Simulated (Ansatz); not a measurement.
# How many bands does the GW gap of SiC (F-43m) need?, part 2 of 2

Aim: see how the G0W0 gap of SiC (F-43m) on PBE moves with empty bands and screening cutoff, and what each rung costs.

Ansatz 0.2.0; G0W0 on PBE, plane waves, PAW. Known limits of the many-body steps: not at the basis limit.

So far. Step 4 (348 empty bands, screening to 380 eV): Against the run with 10×10×10 mesh, 185 empty bands, screening to 250 eV, hard PAW files, the gap moves by +0.05 eV.

## (5) 557 empty bands, screening to 520 eV

Contents of input.yaml:

```yaml
crystal:
  lattice:
    - [0.0, 2.179, 2.179]
    - [2.179, 0.0, 2.179]
    - [2.179, 2.179, 0.0]
  atoms:
    - { symbol: Si, position: [0.0, 0.0, 0.0] }
    - { symbol: C, position: [0.25, 0.25, 0.25] }
kpoints:
  mp_grid: { grid: [10, 10, 10] }
hamiltonian:
  xc: pbe
  pseudopotentials: { kind: paw, source: ansatz }
scf:
  occupations: { method: fixed }
gw:
  n_empty_bands: 557
  ecut_chi: 520
  qp_bands: [v2, c2]
  qp_kpoints: band_edges
  screening: { model: contour_deformation }
```

Started as:

```sh
ansatz run input.yaml --threads 3 --pin off --max-ram 92160MiB --backend cuda --events-out ev --progress --plain --runs-dir out --devices 1 --max-vram 13GiB
```

Numbers of over 12 decimals in the logs are rounded to 6 here.

Output:

```text
GPUs: using 1 of 1 available (devices: 1).
[...]
GPU FFT provider: cuFFT
GPU libraries: cuBLAS 13.8.2, cuFFT 12.4.0, cuSOLVER 12.3.4
Crystal: 2 atoms, lattice volume = 20.692 Å³
Basis set: ecut = 820 eV, 1067 PW (Γ)
Bands: 8, of which v1, the nominal top of the filled ones, is band 4 counted from 1 (3 counted from 0)
Symmetry: 24 space group operations
[...]
k-points: 47 of 1000 (time reversal used)
[...]
1     6     17.0510    -8.0240    -5.4601   -13.9058  0.7934    17.4743    17.4726  root
[...]
46     3      4.7086   -18.0677     3.2504   -13.7514  0.7508     3.6300     3.6429  root
    46     4      4.9291   -17.5215     2.9371   -13.5470  0.7575     3.8798     3.8918  root
    46     5     14.1928    -7.5008    -4.8550   -12.6212  0.7986    14.4587    14.4582  root
    46     6     17.5592    -7.5574    -5.5694   -13.5606  0.7913    17.9949    17.9930  root
[key lines of the parts left out:]
SCF converged after 7 iterations
Free energy (F): -887.071282 eV
Fermi energy:    9.506520 eV
```

It took 2.9 min on 1 × NVIDIA H100 80GB HBM3 (shared by 6 runs) with 3 threads of AMD EPYC 7R13 (Zen 3), shared host; peak memory 4.8 GiB.

This step gave:

```
bands summed                                 : 561
RPA ε∞ on this mesh (eigenvalues)            : 6.609, 6.609, 6.609
plane waves in the screening matrix          : 537
G0W0 gap on the mesh                         : 2.375 eV
k of the valence top                         : 0, 0, 0
k of the conduction bottom                   : 0, -0.5, -0.5
starting gap on the mesh                     : 1.359 eV
least direct G0W0 gap on the computed points : 5.743 eV
```

Against the run with 10×10×10 mesh, 348 empty bands, screening to 380 eV, hard PAW files, the gap moves by +0.02 eV.

## (6) Changing the k mesh: 14×14×14 mesh, 86 empty bands, screening to 150 eV, hard PAW files

A second mesh at equal bands and cutoff isolates the sampling error. Bands and cutoff differ from the step before, so it is read against an earlier run that matches them.

Edit input.yaml of step 5 so:

```diff
@@ -9,3 +9,3 @@
 kpoints:
-  mp_grid: { grid: [10, 10, 10] }
+  mp_grid: { grid: [14, 14, 14] }
 hamiltonian:
@@ -16,4 +16,4 @@
 gw:
-  n_empty_bands: 557
-  ecut_chi: 520
+  n_empty_bands: 86
+  ecut_chi: 150
   qp_bands: [v2, c2]
```

Output:

```text
GPUs: using 1 of 1 available (devices: 1).
[...]
GPU FFT provider: cuFFT
GPU libraries: cuBLAS 13.8.2, cuFFT 12.4.0, cuSOLVER 12.3.4
Crystal: 2 atoms, lattice volume = 20.692 Å³
Basis set: ecut = 820 eV, 1067 PW (Γ)
Bands: 8, of which v1, the nominal top of the filled ones, is band 4 counted from 1 (3 counted from 0)
Symmetry: 24 space group operations
[...]
k-points: 104 of 2744 (time reversal used)
[...]
1     6     16.8988    -8.2924    -5.2420   -14.1298  0.7934    17.4976    17.4943  root
[...]
103     3      4.6176   -18.0324     3.4764   -13.6782  0.7514     3.7289     3.7399  root
   103     4      4.8739   -17.5008     3.1319   -13.5080  0.7588     4.0040     4.0131  root
   103     5     14.4316    -7.4775    -4.7143   -12.6789  0.7975    14.9207    14.9186  root
   103     6     17.9895    -7.5824    -5.5047   -13.7395  0.7878    18.6462    18.6418  root
[key lines of the parts left out:]
SCF converged after 7 iterations
Free energy (F): -887.071434 eV
Fermi energy:    9.506342 eV
```

It took 7.6 min on 1 × NVIDIA H100 80GB HBM3 (shared by 6 runs) with 3 threads; peak memory 1.5 GiB.

Numbers from this step:

| Property | Result |
| --- | --- |
| bands summed | 90 |
| RPA ε∞ on this mesh (eigenvalues) | 6.586, 6.586, 6.586 |
| plane waves in the screening matrix | 65 |
| G0W0 gap on the mesh | 2.192 eV |
| k of the valence top | 0, 0, 0 |
| k of the conduction bottom | 0, -0.5, -0.5 |
| starting gap on the mesh | 1.359 eV |
| least direct G0W0 gap on the computed points | 5.641 eV |

Against the run with 10×10×10 mesh, 86 empty bands, screening to 150 eV, hard PAW files, the gap moves by −0.001 eV.

## (7) Side by side

Times are wall times on 1 × NVIDIA H100 80GB HBM3 (shared by 6 runs) with 3 threads of AMD EPYC 7R13 (Zen 3), shared host. The host was busy with other work, so they are no guide to cost.

| mesh | files | frequency | bands summed | cutoff (eV) | start (eV) | G0W0 (eV) | time | host memory (GiB) |
| --- | --- | --- | --- | --- | --- | --- | --- | --- |
| 10×10×10 | hard PAW | contour deformation | 90 | 150 | 1.359 | 2.192 | 40 s | 1.2 |
| 10×10×10 | hard PAW | contour deformation | 189 | 250 | 1.359 | 2.306 | 62 s | 1.6 |
| 10×10×10 | hard PAW | contour deformation | 352 | 380 | 1.359 | 2.355 | 1.8 min | 2.6 |
| 10×10×10 | hard PAW | contour deformation | 561 | 520 | 1.359 | 2.375 | 2.9 min | 4.8 |
| 14×14×14 | hard PAW | contour deformation | 90 | 150 | 1.359 | 2.192 | 7.6 min | 1.5 |

The parts of the quasiparticle energy at the two band edges (eV; QP = start + Σx + Σc − Vxc):

| run | edge | start | Σx | Σc | Vxc | Z | QP |
| --- | --- | --- | --- | --- | --- | --- | --- |
| 90 bands | valence top | 9.51 | -18.22 | 1.94 | -15.70 | 0.79 | 8.93 |
| 90 bands | conduction bottom | 10.87 | -7.12 | -3.93 | -11.31 | 0.82 | 11.12 |
| 189 bands | valence top | 9.51 | -18.22 | 1.74 | -15.70 | 0.79 | 8.73 |
| 189 bands | conduction bottom | 10.87 | -7.12 | -4.02 | -11.31 | 0.82 | 11.04 |
| 352 bands | valence top | 9.51 | -18.22 | 1.66 | -15.70 | 0.79 | 8.65 |
| 352 bands | conduction bottom | 10.87 | -7.12 | -4.05 | -11.31 | 0.82 | 11.00 |
| 561 bands | valence top | 9.51 | -18.22 | 1.62 | -15.70 | 0.79 | 8.61 |
| 561 bands | conduction bottom | 10.87 | -7.12 | -4.06 | -11.31 | 0.82 | 10.99 |

## (8) What came out

| Quantity | Value |
| --- | --- |
| 90 bands, 150 eV | 2.192 eV |
| 189 bands, 250 eV | 2.306 eV |
| 352 bands, 380 eV | 2.355 eV |
| 561 bands, 520 eV | 2.375 eV |
| estimated limit in bands and cutoff | 2.41 eV |
| mesh and start | 10×10×10, PBE |

A line in one over the bands through the two highest rungs gives 2.41 eV, +0.03 eV from the top rung; the pair below gives 2.41 eV, in fair agreement. The rungs stand 0.22 eV (90 bands), 0.10 eV (189 bands), 0.05 eV (352 bands) and 0.03 eV (561 bands) from it. From 90 to 561 bands the gap moves by +0.18 eV while the time grows 4.4-fold. Σc changes by −0.31 eV at the valence top and −0.13 eV at the conduction bottom, so the valence edge carries most of the change. On the 14×14×14 mesh in place of 10×10×10 the gap differs by −0.001 eV, of which +0.0001 eV is already in the start. The cheapest rung within 0.1 eV of this estimate is that with 352 bands (1.8 min). Gaps are over the mesh's points; an edge off the mesh would be missed.

[Paths, hosts, dates, memory and timing lines, banners, echoed tables and standing remarks are left out of the program output.]

[Logs are printed without paths, hosts, clocks, repeated set-up lines and the standing remarks that a program may print on its own settings, such as how far it seeks lower states.]

[Runs of the session that timed out or met a known fault of the program may be left out.]

[Cells called generated may have been cut or substituted from an entry of the Crystallography Open Database or the Materials Project.]

[Hosts, paths, dates, database ids (printed as entryN), source tags and the programs' standing remarks are cut or masked in the printed files.]
